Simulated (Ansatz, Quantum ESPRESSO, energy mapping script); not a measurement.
# NiO: energy mapping under PBE+U (5.4 eV), QE, GBRV, part 3 of 3

Wanted: the magnetic order of NiO, its couplings and an estimate of its ordering temperature, by PBE+U (5.4 eV), QE, GBRV.

PBE with U = 5.4 eV on Ni d, ortho-atomic projectors; plane waves, U on orthogonalised atomic orbitals unless named otherwise, collinear spin, no spin–orbit coupling.

So far. Step 7 (Run 5 (parallel; cell C, 6 atoms)): The run ends ferromagnetic. For each magnetic atom its energy differs from the parallel run of the first cell by -0.18 meV, an error that one common reference would have brought in. Step 8 (Run 6 (uncompensated ++−; cell C, 6 atoms)): The run ends ferrimagnetic, 81.08 meV a magnetic atom below the parallel order of its cell.

## (9) Parallel start in cell D (6 atoms)

Level of this step: PBE with U = 5.4 eV on Ni d, ortho-atomic projectors, GBRV potentials (Quantum ESPRESSO).

A new cell needs its own zero of energy.

This run holds the same structure in another cell (c 7.226 → 6.596 Å, α 90.0 → 102.9°, β 90.0 → 102.9°, γ 120.0 → 90.0°).

The input, pw.in:

```
&control
  calculation = 'scf'
  prefix = 'pw'
  outdir = './tmp/'
  pseudo_dir = './pseudo/'
  verbosity = 'low'
/
&system
  ibrav = 0
  nat = 6
  ntyp = 2
  ecutwfc = 45
  ecutrho = 360
  nbnd = 55
  occupations = 'smearing'
  smearing = 'fd'
  degauss = 0.00367493
  nspin = 2
  starting_magnetization(1) = 0.1111
/
&electrons
  conv_thr = 1.5e-08
  electron_maxstep = 120
  mixing_beta = 0.3
  mixing_mode = 'plain'
/
ATOMIC_SPECIES
  Ni 58.6934 Ni.upf
  O 15.9990 O.upf
CELL_PARAMETERS angstrom
  0.00000000 2.08590164 2.08590164
  0.00000000 2.08590164 -2.08590164
  -6.25770492 -2.08590164 0.00000000
ATOMIC_POSITIONS crystal
  Ni 0.00000000 0.00000000 0.00000000
  Ni 0.33333333 0.33333333 0.66666667
  Ni 0.66666667 0.66666667 0.33333333
  O 0.83333333 0.83333333 0.66666667
  O 0.16666667 0.16666667 0.33333333
  O 0.50000000 0.50000000 0.00000000
K_POINTS automatic
  7 7 7 0 0 0
HUBBARD {ortho-atomic}
U Ni-3d 5.4
```

Run with:

```bash
> OMP_NUM_THREADS=1 mpirun -n 4 pw.x -nk 4 -in pw.in > pw.out
```

The log of the run:

```text
[banner, memory and clock lines left out]
Program PWSCF v.7.5 starts
[...]
unit-cell volume          =     367.4763 (a.u.)^3
     number of atoms/cell      =            6
[...]
number of electrons       =        72.00
     number of Kohn-Sham states=           55
     kinetic-energy cutoff     =      45.0000  Ry
     charge density cutoff     =     360.0000  Ry
[...]
The total energy is F=E-TS. E is the sum of the following terms:
     one-electron contribution =    -647.78016589 Ry
     hartree contribution      =     367.90273816 Ry
     xc contribution           =    -128.90152346 Ry
     ewald contribution        =    -717.66992300 Ry
     Hubbard energy            =       0.17212004 Ry
     total magnetization       =     6.00 Bohr mag/cell
     absolute magnetization    =     6.04 Bohr mag/cell
     convergence has been achieved in  12 iterations
[key lines of the parts left out:]
!    total energy              =   -1126.27675416 Ry
the Fermi energy is    14.6544 ev
```

Wall time 52 s (4 MPI ranks of Arm Neoverse V1, shared host); peak memory 0.6 GiB.

The run ends ferromagnetic. For each magnetic atom its energy differs from the parallel run of the first cell by -0.10 meV, an error that one common reference would have brought in.

## (10) Order 8: uncompensated ++−, cell D of 6 atoms

This order reverses 5.33 of the 12 neighbours at 2.95 Å, 1.33 of the 6 neighbours at 4.17 Å and 16 of the 24 neighbours at 5.11 Å, counted for an average magnetic atom.

pw.in: that of step 9 with these lines changed.

```diff
@@ -10,6 +10,6 @@
   nat = 6
-  ntyp = 2
+  ntyp = 3
   ecutwfc = 45
   ecutrho = 360
-  nbnd = 55
+  nbnd = 53
   occupations = 'smearing'
@@ -19,2 +19,3 @@
   starting_magnetization(1) = 0.1111
+  starting_magnetization(2) = -0.1111
 /
@@ -27,3 +28,4 @@
 ATOMIC_SPECIES
-  Ni 58.6934 Ni.upf
+  Ni1 58.6934 Ni.upf
+  Ni2 58.6934 Ni.upf
   O 15.9990 O.upf
@@ -34,5 +36,5 @@
 ATOMIC_POSITIONS crystal
-  Ni 0.00000000 0.00000000 0.00000000
-  Ni 0.33333333 0.33333333 0.66666667
-  Ni 0.66666667 0.66666667 0.33333333
+  Ni1 0.00000000 0.00000000 0.00000000
+  Ni1 0.33333333 0.33333333 0.66666667
+  Ni2 0.66666667 0.66666667 0.33333333
   O 0.83333333 0.83333333 0.66666667
@@ -43,2 +45,3 @@
 HUBBARD {ortho-atomic}
-U Ni-3d 5.4
+U Ni1-3d 5.4
+U Ni2-3d 5.4
```

The log of the run:

```text
[banner, memory and clock lines left out]
Program PWSCF v.7.5 starts
[...]
unit-cell volume          =     367.4763 (a.u.)^3
     number of atoms/cell      =            6
[...]
number of electrons       =        72.00
     number of Kohn-Sham states=           53
     kinetic-energy cutoff     =      45.0000  Ry
     charge density cutoff     =     360.0000  Ry
[...]
The total energy is F=E-TS. E is the sum of the following terms:
     one-electron contribution =    -647.83639179 Ry
     hartree contribution      =     367.93975448 Ry
     xc contribution           =    -128.89225933 Ry
     ewald contribution        =    -717.66992300 Ry
     Hubbard energy            =       0.17693994 Ry
     total magnetization       =     2.00 Bohr mag/cell
     absolute magnetization    =     5.74 Bohr mag/cell
     convergence has been achieved in  13 iterations
[key lines of the parts left out:]
!    total energy              =   -1126.28187970 Ry
the Fermi energy is    14.7346 ev
```

It took 55 s on 4 MPI ranks; peak memory 0.58 GiB; 3.6 min of CPU time.

The run ends ferrimagnetic, 23.25 meV a magnetic atom below the parallel order of its cell.

## (11) From energies to couplings

Each energy difference is a sum of couplings weighted by the pairs that the order reverses. A few near shells are fitted to the differences by least squares. Energies are those extrapolated to zero occupation width, not the free energies F.

The orders that converged (zero: parallel moments in the same cell):

| order | atoms | energy (meV a magnetic atom) | moments (μB) | moments kept as typed | opposed neighbours at 2.95, 4.17, 5.11 Å |
| --- | --- | --- | --- | --- | --- |
| parallel in cell A | 4 | 0.00 | 1.72 | yes | 0, 0, 0 |
| compensated +− in cell A | 4 | 12.26 | 1.73 | yes | 8, 0, 16 |
| parallel in cell B | 4 | 0.00 | 1.72 | yes | 0, 0, 0 |
| compensated +− in cell B | 4 | -116.25 | 1.66 | yes | 6, 6, 12 |
| parallel in cell C | 6 | 0.00 | 1.72 | yes | 0, 0, 0 |
| uncompensated ++− in cell C | 6 | -81.08 | 1.65 to 1.69 | yes | 4, 4, 12 |
| parallel in cell D | 6 | 0.00 | 1.72 | yes | 0, 0, 0 |
| uncompensated ++− in cell D | 6 | -23.25 | 1.70 to 1.71 | yes | 5.33, 1.33, 16 |

Fitted to E = −Σ J e·e over ordered pairs of unit vectors (J > 0 favours parallel moments):

| pair | distance (Å) | neighbours | J (meV) |
| --- | --- | --- | --- |
| Ni–Ni | 2.95 | 12 | 1.52 |
| Ni–Ni | 4.17 | 6 | -10.5 |
| Ni–Ni | 5.11 | 24 | -0.369 |

These orders cannot tell some unfitted shells from fitted ones: the value at 2.95 Å holds J(2.95) − 2 J(5.90) + 4 J(7.80) and the value at 5.11 Å holds J(5.11) + J(5.90); other unfitted shells add to the values wholly or in part. No temperature is drawn.

Adding the shell at 6.60 Å gives 1.6, -10, -0.37 and -0.038 meV, an exact solve that tests nothing.

## (12) Outcome

```json
{
 "lowest order tried": "compensated +− in cell B",
 "largest fitted value (a combination of shells), Ni–Ni at 4.17 Å": "-10.5 meV"
}
```

**Reading.** Of the orders tried, NiO prefers the order “compensated +− in cell B” under PBE+U (5.4 eV), QE, GBRV, with 6 of 12 neighbours at 2.95 Å, 6 of 6 neighbours at 4.17 Å and 12 of 24 neighbours at 5.11 Å opposed. The largest fitted coupling is the Ni–Ni pair at 4.17 Å, antiferromagnetic at -10 meV, across a ligand at about 180°. The straight metal–ligand–metal path outweighs the right-angled one, the pattern expected of superexchange through one ligand p orbital, which these runs do not test. The orders also reverse pairs at 5.90 Å, which are not fitted, so the fitted values hold their part too. With 4 differences for 3 couplings the fit misses by 0.47 meV at most, a small part of the spread. In the fitted orders moments change by up to 3.9 % against the parallel run of the same cell, so their size stays put. With a near shell that the orders cannot separate, no temperature is given.

2 further runs of the session are left out of this account and of its counts and ranges: runs hit by known faults of a program or its files, repeats, responses too ill-conditioned to give a U, cells squeezed past sense, harmless faults, or fits whose shells could not be counted again from the structure.

[Logs and program files are shortened in this print: banners, set-up blocks, solver, clock and traceback lines can be left out without a mark of their own.]

[Logs are printed without paths, hosts, clocks, repeated set-up lines and the standing remarks that a program may print on its own settings, such as how far it seeks lower states.]

[Hosts, paths, dates, database ids (printed as entryN), source tags and the programs' standing remarks are cut or masked in the printed files.]

[Where a cell is said to come from a database of computed structures, the database is the Materials Project.]
